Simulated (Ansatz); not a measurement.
# A hypothetical structure for MoBrN, part 2 of 2

Starting from a made-up structure for MoBrN, the aim is the relaxed cell, its shortest contacts and, where a second run follows, its electronic structure.

Ansatz 0.2.0; DFT, PBE, plane-wave PAW, files of the set soft_1, scalar-relativistic, no spin, cell and ions relaxed at zero pressure; PAW set soft_1 (the session's first sound run).

So far: Set-up; Relaxation of the guess. The relaxed cell has a = 3.508, c = 31.937 Å (conventional setting).

### 3. Bands of the relaxed cell

A second self-consistent run takes a narrower smearing and the mesh shown in its input; the bands follow along the standard path of the relaxed lattice.

This step: DFT, PBE, plane-wave PAW, files of the set soft_1, scalar-relativistic, no spin, bands and density of states at the relaxed cell; PAW set soft_1 (Ansatz 0.2.0).

Contents of input.yaml:

```yaml
crystal:
  lattice:
    - [1.7539778172, 1.0126595649, 10.6457210863]
    - [-1.7539778172, 1.0126595649, 10.6457210863]
    - [0.0, -2.0253191298, 10.6457210863]
  atoms:
    - { symbol: Mo, position: [0.1293740701, 0.1293740701, 0.1293740701] }
    - { symbol: Mo, position: [0.8706259299, 0.8706259299, 0.8706259299] }
    - { symbol: Br, position: [0.4020835505, 0.4020835505, 0.4020835505] }
    - { symbol: Br, position: [0.5979164495, 0.5979164495, 0.5979164495] }
    - { symbol: "N", position: [0.1935160641, 0.1935160641, 0.1935160641] }
    - { symbol: "N", position: [0.8064839359, 0.8064839359, 0.8064839359] }
kpoints:
  mp_grid: { grid: [10, 10, 10] }
  band_path:
    path:
      - [[0.0, 0.0, 0.0], [0.5, 0.0, 0.0], [0.5, 0.172699, -0.172699]]
      - [[0.827301, 0.5, 0.172699], [0.5, 0.5, 0.5], [0.0, 0.0, 0.0], [0.3363495, 0.0, -0.3363495]]
      - [[0.6636505, 0.3363495, 0.0], [0.5, 0.5, 0.0], [0.6636505, 0.6636505, 0.172699], [0.5, 0.5, 0.5]]
      - [[0.5, 0.0, 0.0], [0.827301, 0.3363495, 0.3363495]]
    npoints: 8
scf:
  occupations: { method: fermi_dirac, width: 0.03 }
  n_extra_bands: 10
hamiltonian:
  xc: pbe
  pseudopotentials: { kind: paw, azcp: { folder: soft_1 } }
output:
  forces: true
  stress: true
  write_bands: true
  dos: { projected: true }
  write_density: true
  write_potential: true
  elf: true
  volumetric_format: npy
```

On the command line:

```sh
$ ansatz run input.yaml --threads 4 --pin off --max-ram 10240MiB --backend cpu --events-out ev --progress --plain --runs-dir out
```

Numbers of over 12 decimals in the logs are rounded to 6 here.

The program printed:

```text
[...]
Crystal: 6 atoms, lattice volume = 113.452 Å³
Basis set: ecut = 420 eV, 2201 PW (Γ), FFT grids on a1−a2, a2, −a2+a3, exchange–correlation on 48×150×48 points (8 copies of the dense FFT grid, shifted against one another)
Bands: 36, of which v1, the nominal top of the filled ones, is band 26 counted from 1 (25 counted from 0)
Symmetry: 12 space group operations
[...]
k-points: 116 of 1000
[...]
SCF iter   1: F=—  HF=-16256.120169 eV  |F-HF|=—  |Δ(HF+E_count)|=         —  Δρ=1.20e-1  dr2=6.53e1  ethr=3.10e-3  ⟨swp⟩=7.6  Hψ=19528  notcnv=0
[...]
SCF iter  11: F=-16247.960305 eV  HF=-16247.960305 eV  |F-HF|=1.60e-9  |Δ(HF+E_count)|=   2.60e-9  Δρ=1.78e-6  dr2=3.24e-9  ethr=1.92e-10  ⟨swp⟩=17.2  Hψ=34061  notcnv=0
SCF 1 converged in 11 iterations: F = -16247.960305 eV  dr2 = 3.24e-9
[...]
NSCF: frozen V_eff on 76 k-points
SCF converged after 11 iterations
Free energy (F): -16247.960305 eV
[...]
Internal energy: -16247.936914 eV  (E = F + TS)
E sigma→0 (E₀):  -16247.948610 eV
Entropy (-TS):   -0.023390 eV (-3.898 meV/atom)
Fermi energy:    9.780015 eV
[...]
--- Forces (eV/Å), atoms counted from 1 ---
  atom   1  Mo     0.00000000     0.00000000     0.01272321
  atom   2  Mo    -0.00000000    -0.00000000    -0.01272321
  atom   3  Br     0.00000000     0.00000000    -0.00009893
  atom   4  Br    -0.00000000    -0.00000000     0.00009893
  atom   5  N      0.00000000     0.00000000    -0.06760865
  atom   6  N     -0.00000000     0.00000000     0.06760865
  max |Σ_I F_I| component: 1.39e-17 eV/Å
--- Stress (GPa, compression-positive) ---
        0.185044       0.000000      -0.000000
        0.000000       0.185044      -0.000000
       -0.000000      -0.000000      -0.215508
  P = ⅓ Tr σ = 0.0515 GPa (0.515 kbar)
--- Band table (eV; the first three rows and the last of 116) ---
  k-point 0: bands = [... 22 lower, 7.3729, 7.3840, 8.5290, 8.5290, 9.7557, 9.7557, 10.2966, 11.0474, ... 6 higher]
  k-point 1: bands = [... 22 lower, 7.2344, 7.3655, 8.6837, 8.9084, 9.5980, 9.8244, 10.8378, 11.2085, ... 6 higher]
  k-point 2: bands = [... 22 lower, 6.9102, 7.0481, 8.9171, 9.3214, 9.7945, 9.9731, 11.5397, 11.6805, ... 6 higher]
  k-point 115: bands = [... 22 lower, 7.3788, 7.3788, 8.5300, 8.5300, 9.7520, 9.7520, 10.2969, 11.0076, ... 6 higher]
```

The job ended after 12 s (4 threads of Arm Neoverse V2, shared host; peak memory 0.64 GiB).

This step gave:

* free energy: -16247.9603 eV
* energy at zero smearing: -16247.9486 eV
* smearing term TS: 0.02339 eV
* Fermi energy: 9.780 eV
* pressure: 0.05153 GPa

bands.tsv at the labelled points (eV, zero at the Fermi level; the bands that come nearest the Fermi level along the path):

| point | band 23 | band 24 | band 25 | band 26 | band 27 | band 28 | band 29 | band 30 |
| --- | --- | --- | --- | --- | --- | --- | --- | --- |
| Γ | -2.41 | -2.40 | -1.25 | -1.25 | -0.02 | -0.02 | 0.52 | 1.27 |
| L | -3.63 | -3.63 | -0.75 | -0.22 | 0.08 | 0.48 | 1.08 | 1.08 |
| B1 | -3.98 | -3.22 | -1.97 | -0.82 | 0.67 | 0.69 | 1.21 | 1.32 |
| B | -3.98 | -3.22 | -1.97 | -0.82 | 0.67 | 0.69 | 1.21 | 1.32 |
| Z | -2.40 | -2.40 | -1.25 | -1.25 | -0.03 | -0.03 | 0.52 | 1.23 |
| Γ | -2.41 | -2.40 | -1.25 | -1.25 | -0.02 | -0.02 | 0.52 | 1.27 |
| X | -3.98 | -3.22 | -1.98 | -0.82 | 0.68 | 0.68 | 1.21 | 1.33 |
| Q | -3.98 | -3.22 | -1.98 | -0.82 | 0.68 | 0.68 | 1.21 | 1.33 |
| F | -3.69 | -3.67 | -0.76 | -0.23 | 0.06 | 0.49 | 1.15 | 1.16 |
| P1 | -3.70 | -3.63 | -0.76 | -0.23 | 0.06 | 0.48 | 1.11 | 1.15 |
| Z | -2.40 | -2.40 | -1.25 | -1.25 | -0.03 | -0.03 | 0.52 | 1.23 |
| L | -3.63 | -3.63 | -0.75 | -0.22 | 0.08 | 0.48 | 1.08 | 1.08 |
| P | -3.70 | -3.63 | -0.76 | -0.23 | 0.06 | 0.48 | 1.11 | 1.15 |

States per cell as run, both spins, in windows of 1 eV, from dos.tsv (zero at the Fermi level): Near the top, bands beyond those computed are missing, so counts there can be too low.

```csv
from,to,total
-8,-7,2.50
-7,-6,6.47
-6,-5,3.21
-5,-4,5.26
-4,-3,5.29
-3,-2,1.28
-2,-1,1.14
-1,0,2.98
0,1,4.59
1,2,4.72
2,3,3.36
3,4,2.78
```

Below -8 eV lie 24.0 more states.

Force by atom:

```csv
atom,x (eV/Å),y (eV/Å),z (eV/Å),size
Mo1,0.0000,0.0000,0.0127,0.0127
Mo2,0.0000,0.0000,-0.0127,0.0127
Br3,0.0000,0.0000,-0.0001,0.0001
Br4,0.0000,0.0000,0.0001,0.0001
N5,0.0000,0.0000,-0.0676,0.0676
N6,0.0000,0.0000,0.0676,0.0676
```

ELF in the ac plane of the conventional cell at fractional y = 0.000, with atoms of Mo and Br and N within 0.2 Å of it. It is the smooth field of the valence electrons, not physical close to the nuclei.

Values, 24 rows by 14 columns, each cell a mean:
```
0.01 0.01 0.03 0.09 0.18 0.27 0.32 0.33 0.30 0.24 0.15 0.07 0.02 0.01
0.05 0.07 0.18 0.39 0.61 0.73 0.78 0.79 0.77 0.69 0.53 0.32 0.13 0.06
0.42 0.44 0.41 0.30 0.23 0.26 0.29 0.30 0.28 0.24 0.25 0.35 0.43 0.44
0.53 0.54 0.48 0.32 0.21 0.25 0.34 0.36 0.31 0.21 0.22 0.37 0.52 0.54
0.50 0.62 0.72 0.57 0.31 0.19 0.21 0.22 0.18 0.19 0.40 0.65 0.70 0.57
0.31 0.29 0.25 0.23 0.26 0.32 0.36 0.37 0.35 0.29 0.24 0.24 0.27 0.30
0.02 0.04 0.14 0.35 0.59 0.74 0.80 0.81 0.78 0.69 0.51 0.28 0.10 0.03
0.01 0.01 0.02 0.06 0.12 0.19 0.24 0.25 0.23 0.17 0.10 0.05 0.02 0.01
0.58 0.56 0.52 0.43 0.31 0.14 0.04 0.02 0.06 0.21 0.36 0.47 0.54 0.57
0.32 0.48 0.77 0.85 0.77 0.49 0.18 0.10 0.27 0.63 0.82 0.85 0.66 0.40
0.51 0.50 0.46 0.37 0.28 0.21 0.20 0.21 0.20 0.23 0.31 0.41 0.48 0.51
0.08 0.08 0.10 0.13 0.17 0.22 0.26 0.27 0.25 0.21 0.16 0.12 0.09 0.08
0.09 0.10 0.11 0.14 0.18 0.23 0.28 0.29 0.26 0.20 0.16 0.12 0.10 0.09
0.55 0.56 0.55 0.47 0.35 0.24 0.19 0.18 0.20 0.28 0.39 0.50 0.56 0.55
0.37 0.51 0.77 0.85 0.77 0.48 0.18 0.08 0.26 0.62 0.81 0.85 0.68 0.45
0.47 0.46 0.41 0.33 0.23 0.10 0.03 0.01 0.04 0.14 0.27 0.36 0.43 0.46
0.01 0.01 0.04 0.10 0.18 0.27 0.33 0.34 0.31 0.24 0.15 0.06 0.02 0.01
0.02 0.05 0.15 0.36 0.59 0.74 0.80 0.82 0.79 0.70 0.52 0.27 0.09 0.03
0.39 0.38 0.34 0.27 0.23 0.25 0.28 0.30 0.28 0.24 0.23 0.29 0.36 0.39
0.49 0.60 0.68 0.54 0.30 0.17 0.20 0.23 0.19 0.20 0.38 0.61 0.67 0.55
0.53 0.56 0.51 0.33 0.20 0.25 0.35 0.38 0.33 0.23 0.25 0.41 0.55 0.55
0.36 0.37 0.35 0.29 0.27 0.31 0.34 0.35 0.34 0.30 0.27 0.31 0.36 0.37
0.04 0.07 0.18 0.38 0.59 0.72 0.78 0.79 0.77 0.69 0.53 0.29 0.11 0.05
0.01 0.01 0.02 0.07 0.13 0.19 0.23 0.24 0.22 0.17 0.10 0.04 0.01 0.01
```
Columns run along a (3.5 Å), rows up along c (31.9 Å), edges of the conventional cell, whose origin can differ from the input's. Atoms in or near the plane, at fractional coordinates: Mo at (0.00, 0.13), Mo at (0.00, 0.87), Br at (0.00, 0.40), Br at (0.00, 0.60), N at (0.00, 0.19), N at (0.00, 0.81).

Electrostatic potential energy in the ac plane of the conventional cell at fractional y = 0.000, with atoms of Mo and Br and N within 0.2 Å of it. With pseudopotentials it is smooth inside the atoms' cores, unlike the true potential.

Values in eV, 24 rows by 14 columns, each cell a mean:
```
 14  14  14  14  13  13  13  13  13  13  13  14  14  14
 12  12  12  11  10   8   6   6   7   9  11  12  12  12
-28 -25 -17  -5   5   8  10  10   9   7   2  -9 -21 -26
-32 -30 -22  -7   4   8  10  10   9   7   0 -13 -26 -31
-35 -27  -9   5   7   5   2   2   3   6   7   2 -16 -31
  9  10  11  10   9   7   5   4   5   8   9  11  11  10
 13  13  13  12  10   8   7   6   7   9  11  12  13  13
 14  14  14  14  14  13  13  13  13  13  14  14  14  14
  8   9  11  12  13  13  14  14  14  13  13  12  10   9
-46 -43 -30  -8   6  11  12  12  12   9   2 -16 -37 -45
 -1   1   5   7   7   7   5   5   6   7   8   7   3   0
 12  11  11  10   8   5   3   3   4   6   9  10  11  11
 11  11  10   9   7   4   2   1   3   6   8  10  11  11
 -8  -6   0   5   8   8   7   7   7   8   7   4  -2  -7
-41 -38 -26  -7   6  11  12  13  12  10   3 -13 -33 -40
 11  12  12  13  13  14  14  14  14  13  13  13  12  11
 14  14  14  14  13  13  13  13  13  13  13  14  14  14
 13  13  13  12  10   8   6   6   7   9  11  12  13  13
  4   6   9  10   8   6   4   3   4   7   9  10   8   5
-32 -24  -8   5   7   6   4   3   5   6   7   2 -15 -28
-39 -37 -28 -12   2   8   9  10   9   6  -2 -18 -33 -38
-20 -18 -10  -1   6   9   9  10   9   8   4  -4 -14 -19
 13  13  12  12  10   8   7   6   7   9  11  12  12  13
 14  14  14  14  14  13  13  13  13  13  14  14  14  14
```
Columns run along a (3.5 Å; values clipped at the 3rd and 97th percentile), rows up along c (31.9 Å), edges of the conventional cell, whose origin can differ from the input's. Atoms in or near the plane, at fractional coordinates: Mo at (0.00, 0.13), Mo at (0.00, 0.87), Br at (0.00, 0.40), Br at (0.00, 0.60), N at (0.00, 0.19), N at (0.00, 0.81).

Valence density in the ac plane of the conventional cell at fractional y = 0.000, with atoms of Mo and Br and N within 0.2 Å of it. It is the smooth field of the valence electrons, not physical close to the nuclei.

Ten steps, logarithmic in the rise over the least value, from '0' (0.0 e/Å³) to '9' (4.6 e/Å³), each cell a mean:
```
00000111110000
11233445443221
98764333334688
99864444445789
88754444445688
44333444443344
01123445443211
00000011000000
33321000011233
56665322245665
55444444444445
11233455543221
12234455543221
55544344434555
56664321235665
22211000001122
00000111110000
11123455443211
55443444443445
88754444445678
99865444445799
88654333334578
11223444443211
00000011000000
```
Columns run along a (3.5 Å), rows up along c (31.9 Å), edges of the conventional cell, whose origin can differ from the input's. Atoms in or near the plane, at fractional coordinates: Mo at (0.00, 0.13), Mo at (0.00, 0.87), Br at (0.00, 0.40), Br at (0.00, 0.60), N at (0.00, 0.19), N at (0.00, 0.81).

### 4. What came out

| Quantity | Value |
| --- | --- |
| space group, relaxed | R-3m |
| conventional cell | a = 3.508, b = 3.508, c = 31.937 Å; α = 90.0°, β = 90.0°, γ = 120.0° |
| volume per atom | 18.91 Å³ (guess 20.98) |

In words: MoBrN relaxes to R-3m with a = 3.508, b = 3.508 and c = 31.937 Å. The guessed volume was 11 % too large. The space group R-3m was held in the relaxation, so the end point is a stationary structure within it and may be a saddle against distortions or other arrangements. Bands cross the Fermi level, so it is a metal or semimetal at this level. Semilocal functionals can close a small real gap, so this isn't settled for compounds with anions. On the 10×10×10 mesh with the narrower smearing (relaxed on 8×8×8) the largest force component is 0.068 eV/Å and the largest stress component is 0.216 GPa, against the relaxation's thresholds of 0.015 eV/Å and 0.05 GPa. The cutoff wasn't tested. No dispersion term is used, so weakly bound directions may come out too long. The runs have no spin, and magnetism wasn't tested. Nothing here tests whether the compound is stable against decomposition.

[Logs are printed without paths, hosts, clocks, repeated set-up lines and the standing remarks that a program may print on its own settings, such as how far it seeks lower states.]

[Hosts, paths, dates, database ids (printed as entryN), source tags and the programs' standing remarks are cut or masked in the printed files.]
